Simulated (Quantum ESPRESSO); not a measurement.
**FeCo7 with and without spin polarisation**

Wanted: the size of the moments of FeCo7 in the parallel state.

Program: Quantum ESPRESSO 7.5. Level of theory: PBE; plane waves with GBRV 1.5 PBE potentials, no spin-orbit coupling. Results are calculated unless marked as measured.

### 1. Set-up

The structure is tetragonal, space group P4/mmm (No. 123). The conventional cell has a = 5.669 Å, b = 5.669 Å, c = 2.834 Å, α = 90.00°, β = 90.00°, γ = 90.00°. Nearest to Co lie 8 Co at 2.45 Å. Nearest to Co lie 6 Co at 2.45 Å and 2 Fe at 2.45 Å. Nearest to Fe lie 8 Co at 2.45 Å. Nearest to Co lie 8 Co at 2.45 Å. Farther neighbours are not listed.

The cell was typed by rule, not taken from a database of measured structures.

### 2. Start 1: ferro ++++++++

The signs are those of the starting moments on the seeded atoms, the atoms that are given a moment.

The input, pw.in:

```
&CONTROL
  calculation = 'scf'
  prefix = 'pwscf'
  outdir = './tmp'
  pseudo_dir = './pseudo'
  disk_io = 'nowf'
/
&SYSTEM
  ibrav = 0
  celldm(1) = 8
  nat = 8
  ntyp = 2
  ecutwfc = 40
  ecutrho = 280
  nbnd = 90
  occupations = 'smearing'
  smearing = 'fd'
  degauss = 0.00367493
  nspin = 2
  starting_magnetization(1) = 0.1
  starting_magnetization(2) = 0.1562
/
&ELECTRONS
  conv_thr = 1.6d-08
  electron_maxstep = 150
  mixing_beta = 0.3
/
ATOMIC_SPECIES
Co     58.9332 co_pbe_v1.2.uspp.F.UPF
Fe     55.8450 fe_pbe_v1.5.uspp.F.UPF
CELL_PARAMETERS alat
   1.3391071750629    0.0000000000000    0.0000000000000
   0.0000000000000    1.3391071750629    0.0000000000000
   0.0000000000000    0.0000000000000    0.6695535875315
ATOMIC_POSITIONS crystal
Co      0.0000000000    0.0000000000    0.0000000000
Co      0.2500000000    0.2500000000    0.5000000000
Fe      0.0000000000    0.5000000000    0.0000000000
Co      0.2500000000    0.7500000000    0.5000000000
Co      0.5000000000    0.0000000000    0.0000000000
Co      0.7500000000    0.2500000000    0.5000000000
Co      0.5000000000    0.5000000000    0.0000000000
Co      0.7500000000    0.7500000000    0.5000000000
K_POINTS automatic
6 6 12 0 0 0
```

Started as:

```bash
$ OMP_NUM_THREADS=1 mpirun -n 4 pw.x -nk 4 -in pw.in > pw.out
```

The log of the run:

```text
Program PWSCF v.7.5 starts

     Message from routine setup:
     using ibrav=0 with symmetry is DISCOURAGED, use correct ibrav instead

     K-points division:     npool     =       4
     Subspace diagonalization in iterative solution of the eigenvalue problem:

     G-vector sticks info
     --------------------
     sticks:   dense  smooth     PW     G-vecs:    dense   smooth      PW
     Sum        2561    1465    441                48693    21093    3581

     Using Slab Decomposition

     bravais-lattice index     =            0
     lattice parameter (alat)  =       8.0000  a.u.
     unit-cell volume          =     614.7322 (a.u.)^3
     number of atoms/cell      =            8
     number of atomic types    =            2
     number of electrons       =       135.00
     number of Kohn-Sham states=           90
     kinetic-energy cutoff     =      40.0000  Ry
     charge density cutoff     =     280.0000  Ry
     scf convergence threshold =      1.6E-08
     mixing beta               =       0.3000
     number of iterations used =            8  plain     mixing
     Exchange-correlation=  SLA  PW   PBX  PBC
                           (   1   4   3   4   0   0   0)

     celldm(1)=   8.000000  celldm(2)=   0.000000  celldm(3)=   0.000000
     celldm(4)=   0.000000  celldm(5)=   0.000000  celldm(6)=   0.000000

     crystal axes: (cart. coord. in units of alat)
               a(1) = (   1.339107   0.000000   0.000000 )
               a(2) = (   0.000000   1.339107   0.000000 )
               a(3) = (   0.000000   0.000000   0.669554 )

     reciprocal axes: (cart. coord. in units 2 pi/alat)
               b(1) = (  0.746766  0.000000  0.000000 )
               b(2) = (  0.000000  0.746766  0.000000 )
               b(3) = (  0.000000  0.000000  1.493532 )

     PseudoPot. # 1 for Co read from file:
     co_pbe_v1.2.uspp.F.UPF
     Pseudo is Ultrasoft + core correction, Zval = 17.0
     Generated by new atomic code, or converted to UPF format
     Using radial grid of  863 points,  6 beta functions with:
                l(1) =   0
                l(2) =   0
                l(3) =   1
                l(4) =   1
                l(5) =   2
                l(6) =   2
     Q(r) pseudized with  8 coefficients,  rinner =    1.200   1.200   1.200
                                                       1.200   1.200

     PseudoPot. # 2 for Fe read from file:
     fe_pbe_v1.5.uspp.F.UPF
     Pseudo is Ultrasoft + core correction, Zval = 16.0
     Generated by new atomic code, or converted to UPF format
     Using radial grid of  861 points,  6 beta functions with:
                l(1) =   0
                l(2) =   0
                l(3) =   1
                l(4) =   1
                l(5) =   2
                l(6) =   2
     Q(r) pseudized with  8 coefficients,  rinner =    1.000   1.000   1.000
                                                       1.000   1.000

     atomic species   valence    mass     pseudopotential
     Co               17.00    58.93320     Co( 1.00)
     Fe               16.00    55.84500     Fe( 1.00)

     Starting magnetic structure
     atomic species   magnetization
     Co              0.100
     Fe              0.156

     16 Sym. Ops., with inversion, found ( 8 have fractional translation)

   Cartesian axes

     site n.     atom                  positions (alat units)
         1        Co     tau(   1) = (   0.0000000   0.0000000   0.0000000  )
         2        Co     tau(   2) = (   0.3347768   0.3347768   0.3347768  )
         3        Fe     tau(   3) = (   0.0000000   0.6695536   0.0000000  )
         4        Co     tau(   4) = (   0.3347768   1.0043304   0.3347768  )
         5        Co     tau(   5) = (   0.6695536   0.0000000   0.0000000  )
         6        Co     tau(   6) = (   1.0043304   0.3347768   0.3347768  )
         7        Co     tau(   7) = (   0.6695536   0.6695536   0.0000000  )
         8        Co     tau(   8) = (   1.0043304   1.0043304   0.3347768  )

     number of k points=    70  Fermi-Dirac smearing, width (Ry)=  0.0037
                       cart. coord. in units 2pi/alat
        k(    1) = (   0.0000000   0.0000000   0.0000000), wk =   0.0023148
        k(    2) = (   0.0000000   0.0000000   0.1244610), wk =   0.0046296
        k(    3) = (   0.0000000   0.0000000   0.2489221), wk =   0.0046296
        k(    4) = (   0.0000000   0.0000000   0.3733831), wk =   0.0046296
        k(    5) = (   0.0000000   0.0000000   0.4978441), wk =   0.0046296
        [... 65 further k-points ...]

     Dense  grid:    48693 G-vectors     FFT dimensions: (  60,  60,  30)

     Smooth grid:    21093 G-vectors     FFT dimensions: (  48,  48,  24)

     Check: negative core charge=   -0.000056
     Generating pointlists ...
     new r_m :   0.2392 (alat units)  1.9135 (a.u.) for type    1
     new r_m :   0.2392 (alat units)  1.9135 (a.u.) for type    2

     Initial potential from superposition of free atoms

     starting charge     126.9999, renormalised to     135.0000
     Starting wfcs are  104 randomized atomic wfcs

     Self-consistent Calculation

     iteration #  1     ecut=    40.00 Ry     beta= 0.30
     Davidson diagonalization with overlap
     ethr =  1.00E-02,  avg # of iterations =  3.0

     total energy              =   -2318.53826971 Ry
     estimated scf accuracy    <      76.20172082 Ry

     total magnetization       =     8.66 Bohr mag/cell
     absolute magnetization    =     8.75 Bohr mag/cell

     iteration #  2     ecut=    40.00 Ry     beta= 0.30
     Davidson diagonalization with overlap
     ethr =  1.00E-02,  avg # of iterations =  3.5

     total energy              =   -2334.09209193 Ry
     estimated scf accuracy    <      83.74205781 Ry

     total magnetization       =     3.47 Bohr mag/cell
     absolute magnetization    =     4.23 Bohr mag/cell

     iteration #  3     ecut=    40.00 Ry     beta= 0.30
     Davidson diagonalization with overlap
     ethr =  1.00E-02,  avg # of iterations =  3.7

     total energy              =   -2335.31470776 Ry
     estimated scf accuracy    <      35.28037727 Ry

     total magnetization       =     8.20 Bohr mag/cell
     absolute magnetization    =     8.50 Bohr mag/cell

     [... further iterations left out ...]

     iteration # 25     ecut=    40.00 Ry     beta= 0.30
     Davidson diagonalization with overlap
     ethr =  4.15E-10,  avg # of iterations =  1.5

     total energy              =   -2339.73954472 Ry
     estimated scf accuracy    <       0.00000038 Ry

     total magnetization       =    15.30 Bohr mag/cell
     absolute magnetization    =    16.56 Bohr mag/cell

     iteration # 26     ecut=    40.00 Ry     beta= 0.30
     Davidson diagonalization with overlap
     ethr =  2.85E-10,  avg # of iterations =  1.2

     total energy              =   -2339.73954476 Ry
     estimated scf accuracy    <       0.00000013 Ry

     total magnetization       =    15.30 Bohr mag/cell
     absolute magnetization    =    16.56 Bohr mag/cell

     iteration # 27     ecut=    40.00 Ry     beta= 0.30
     Davidson diagonalization with overlap
     ethr =  9.83E-11,  avg # of iterations =  1.0

     total energy              =   -2339.73954477 Ry
     estimated scf accuracy    <       0.00000006 Ry

     total magnetization       =    15.30 Bohr mag/cell
     absolute magnetization    =    16.56 Bohr mag/cell

     iteration # 28     ecut=    40.00 Ry     beta= 0.30
     Davidson diagonalization with overlap
     ethr =  4.79E-11,  avg # of iterations =  1.0

     Magnetic moment per site  (integrated on atomic sphere of radius R)
     atom   1 (R=0.239)  charge= 15.4718  magn=  1.8766
     atom   2 (R=0.239)  charge= 15.4802  magn=  1.8730
     atom   3 (R=0.239)  charge= 14.3349  magn=  2.7565
     atom   4 (R=0.239)  charge= 15.4802  magn=  1.8730
     atom   5 (R=0.239)  charge= 15.4707  magn=  1.8690
     atom   6 (R=0.239)  charge= 15.4802  magn=  1.8730
     atom   7 (R=0.239)  charge= 15.4718  magn=  1.8766
     atom   8 (R=0.239)  charge= 15.4802  magn=  1.8730

     End of self-consistent calculation

     Number of k-points >= 100: set verbosity='high' to print the bands.

     the Fermi energy is    17.9298 ev

!    total energy              =   -2339.73954478 Ry
     estimated scf accuracy    <          6.7E-09 Ry
     smearing contrib. (-TS)   =      -0.00641181 Ry
     internal energy E=F+TS    =   -2339.73313297 Ry

     The total energy is F=E-TS. E is the sum of the following terms:
     one-electron contribution =   -1231.83014266 Ry
     hartree contribution      =     697.98512521 Ry
     xc contribution           =    -257.90887843 Ry
     ewald contribution        =   -1547.97923708 Ry

     total magnetization       =    15.30 Bohr mag/cell
     absolute magnetization    =    16.56 Bohr mag/cell

     convergence has been achieved in  28 iterations

=------------------------------------------------------------------------------=
   JOB DONE.
=------------------------------------------------------------------------------=
```

The job ended after 12 min (4 MPI ranks of Arm Neoverse N1, shared host; peak memory 0.97 GiB; 47 min of CPU time).

Spin moment in the atom's sphere by atom:

| atom | spin moment in the atom's sphere (μB) |
| --- | --- |
| Co1 | 1.88 |
| Co2 | 1.87 |
| Fe3 | 2.76 |
| Co4 | 1.87 |
| Co5 | 1.87 |
| Co6 | 1.87 |
| Co7 | 1.88 |
| Co8 | 1.87 |

This step gave:

```
smearing term TS       : 0.08724 eV
magnetization          : 15.30 μB
absolute magnetization : 16.56 μB
final state            : ferromagnetic
```

Spin density in the ab plane at fractional z = 0.000, with atoms of Co and Fe within 0.2 Å of it.

Ten even steps from '0' (0.0 e/Å³) to '9' (5.7 e/Å³), each cell a mean:
```
5100000351000003
1000000010000000
0000000000000000
0000000000000000
0000000000000000
0000000000000000
4100000130000002
9400001593000017
7200000351000014
1000000010000001
0000000000000000
0000000000000000
0000000000000000
0000000000000000
3000000120000001
9300001592000015
```
Columns run along a (5.7 Å), rows up along b (5.7 Å). Atoms in or near the plane, at fractional coordinates: Co at (0.00, 0.00), Fe at (0.00, 0.50), Co at (0.50, 0.00), Co at (0.50, 0.50).

Valence density in the ab plane at fractional z = 0.000, with atoms of Co and Fe within 0.2 Å of it. It is the smooth field of the valence electrons, not physical close to the nuclei.

Ten steps, logarithmic in the rise over the least value, from '_' (0 e/Å³) to '@' (40 e/Å³), each cell a mean:
```
%%**::______==%%%%**::______==%%
==--________..====--________..==
..______________..______________
________________________________
________________________________
::..__________::::..__________::
##++..______--**##++..______--**
%%##::____..==%%@@##::____..==%%
%%**::______==%%%%**::______==##
==--________..====--________..==
..______________..______________
________________________________
________________________________
::..__________::::..__________::
##++..______--**##++..______--**
@@##::____..==%%@@##::____..==%%
```
Columns run along a (5.7 Å), rows up along b (5.7 Å). Atoms in or near the plane, at fractional coordinates: Co at (0.00, 0.00), Fe at (0.00, 0.50), Co at (0.50, 0.00), Co at (0.50, 0.50).

### 3. Start 2: no spin polarisation

Edit pw.in of step 2 so:

```diff
@@ -14,3 +14,3 @@
   ecutrho = 280
-  nbnd = 90
+  nbnd = 83
   occupations = 'smearing'
@@ -18,5 +18,2 @@
   degauss = 0.00367493
-  nspin = 2
-  starting_magnetization(1) = 0.1
-  starting_magnetization(2) = 0.1562
 /
```

The log of the run:

```text
[banner, memory and clock lines left out]
Program PWSCF v.7.5 starts

     Message from routine setup:
     using ibrav=0 with symmetry is DISCOURAGED, use correct ibrav instead

     bravais-lattice index     =            0
     lattice parameter (alat)  =       8.0000  a.u.
     unit-cell volume          =     614.7322 (a.u.)^3
     number of atoms/cell      =            8
     number of atomic types    =            2
     number of electrons       =       135.00
     number of Kohn-Sham states=           83
     kinetic-energy cutoff     =      40.0000  Ry
     charge density cutoff     =     280.0000  Ry
     scf convergence threshold =      1.6E-08
     mixing beta               =       0.3000
     number of iterations used =            8  plain     mixing
     Exchange-correlation=  SLA  PW   PBX  PBC
                           (   1   4   3   4   0   0   0)

     celldm(1)=   8.000000  celldm(2)=   0.000000  celldm(3)=   0.000000
     celldm(4)=   0.000000  celldm(5)=   0.000000  celldm(6)=   0.000000

     crystal axes: (cart. coord. in units of alat)
               a(1) = (   1.339107   0.000000   0.000000 )
               a(2) = (   0.000000   1.339107   0.000000 )
               a(3) = (   0.000000   0.000000   0.669554 )

     reciprocal axes: (cart. coord. in units 2 pi/alat)
               b(1) = (  0.746766  0.000000  0.000000 )
               b(2) = (  0.000000  0.746766  0.000000 )
               b(3) = (  0.000000  0.000000  1.493532 )

     PseudoPot. # 1 for Co read from file:
     co_pbe_v1.2.uspp.F.UPF
     Pseudo is Ultrasoft + core correction, Zval = 17.0

     PseudoPot. # 2 for Fe read from file:
     fe_pbe_v1.5.uspp.F.UPF
     Pseudo is Ultrasoft + core correction, Zval = 16.0

     atomic species   valence    mass     pseudopotential
     Co               17.00    58.93320     Co( 1.00)
     Fe               16.00    55.84500     Fe( 1.00)

     16 Sym. Ops., with inversion, found ( 8 have fractional translation)

   Cartesian axes

     site n.     atom                  positions (alat units)
         1        Co     tau(   1) = (   0.0000000   0.0000000   0.0000000  )
         2        Co     tau(   2) = (   0.3347768   0.3347768   0.3347768  )
         3        Fe     tau(   3) = (   0.0000000   0.6695536   0.0000000  )
         4        Co     tau(   4) = (   0.3347768   1.0043304   0.3347768  )
         5        Co     tau(   5) = (   0.6695536   0.0000000   0.0000000  )
         6        Co     tau(   6) = (   1.0043304   0.3347768   0.3347768  )
         7        Co     tau(   7) = (   0.6695536   0.6695536   0.0000000  )
         8        Co     tau(   8) = (   1.0043304   1.0043304   0.3347768  )

     number of k points=    70  Fermi-Dirac smearing, width (Ry)=  0.0037
                       cart. coord. in units 2pi/alat
        k(    1) = (   0.0000000   0.0000000   0.0000000), wk =   0.0046296
        k(    2) = (   0.0000000   0.0000000   0.1244610), wk =   0.0092593
        k(    3) = (   0.0000000   0.0000000   0.2489221), wk =   0.0092593
        k(    4) = (   0.0000000   0.0000000   0.3733831), wk =   0.0092593
        k(    5) = (   0.0000000   0.0000000   0.4978441), wk =   0.0092593
        [... 65 further k-points ...]

     Dense  grid:    48693 G-vectors     FFT dimensions: (  60,  60,  30)

     Smooth grid:    21093 G-vectors     FFT dimensions: (  48,  48,  24)

     Check: negative core charge=   -0.000056

     Initial potential from superposition of free atoms

     starting charge     126.9999, renormalised to     135.0000
     Starting wfcs are  104 randomized atomic wfcs

     Self-consistent Calculation

     iteration #  1     ecut=    40.00 Ry     beta= 0.30
     Davidson diagonalization with overlap
     ethr =  1.00E-02,  avg # of iterations =  2.7

     total energy              =   -2317.63340263 Ry
     estimated scf accuracy    <      78.00920819 Ry

     iteration #  2     ecut=    40.00 Ry     beta= 0.30
     Davidson diagonalization with overlap
     ethr =  1.00E-02,  avg # of iterations =  3.7

     total energy              =   -2334.60328611 Ry
     estimated scf accuracy    <      84.34860949 Ry

     [... further iterations left out ...]

     iteration # 21     ecut=    40.00 Ry     beta= 0.30
     Davidson diagonalization with overlap
     ethr =  9.04E-10,  avg # of iterations =  1.3

     total energy              =   -2339.45989985 Ry
     estimated scf accuracy    <       0.00000020 Ry

     iteration # 22     ecut=    40.00 Ry     beta= 0.30
     Davidson diagonalization with overlap
     ethr =  1.46E-10,  avg # of iterations =  1.1

     End of self-consistent calculation

     [... lines left out ...]
     the Fermi energy is    17.3313 ev

!    total energy              =   -2339.45989987 Ry
     estimated scf accuracy    <          9.6E-09 Ry
     smearing contrib. (-TS)   =      -0.02098898 Ry
     internal energy E=F+TS    =   -2339.43891088 Ry

     The total energy is F=E-TS. E is the sum of the following terms:
     one-electron contribution =   -1232.65160924 Ry
     hartree contribution      =     698.34900014 Ry
     xc contribution           =    -257.15706470 Ry
     ewald contribution        =   -1547.97923708 Ry

     convergence has been achieved in  22 iterations
```

Wall time 4.4 min (4 MPI ranks); peak memory 0.7 GiB; 18 min of CPU time.

Numbers from this step:

```
smearing term TS : 0.2856 eV
final state      : non-magnetic (no spin polarisation)
```

### 4. The states side by side

An order is kept where moments of 0.15 μB or more survive with the typed signs; meshes match where a doubled cell samples the same k points as the first cell.

Orders:

| start | final state | typed order kept | energy over the lowest (meV a seeded atom) | largest site moment (μB) | net moment (μB a cell of the first run) | mesh matched | CPU time (s) |
| --- | --- | --- | --- | --- | --- | --- | --- |
| ferro ++++++++ | ferromagnetic | yes | 0 | 2.756 | 15.3 | yes | 2798 |
| no spin polarisation | non-magnetic | - | 475.6 | 0 | 0 | yes | 1067 |

### 5. Results

```
state found           : ferromagnetic (from ferro ++++++++)
largest site moment   : 2.76 μB
state without moments : 476 meV a seeded atom higher
```

In words: No opposed start was run, so this says nothing of the order that the crystal takes. The cell was built by rule and the atoms were not relaxed, which can move these energies.

[Logs and program files are shortened in this print: banners, set-up blocks, solver, clock and traceback lines can be left out without a mark of their own.]

[Logs are printed without paths, hosts, clocks, repeated set-up lines and the standing remarks that a program may print on its own settings, such as how far it seeks lower states.]

[Hosts, paths, dates, database ids (printed as entryN), source tags and the programs' standing remarks are cut or masked in the printed files.]

[Where a cell is said to come from a database of computed structures, the database is the Materials Project.]
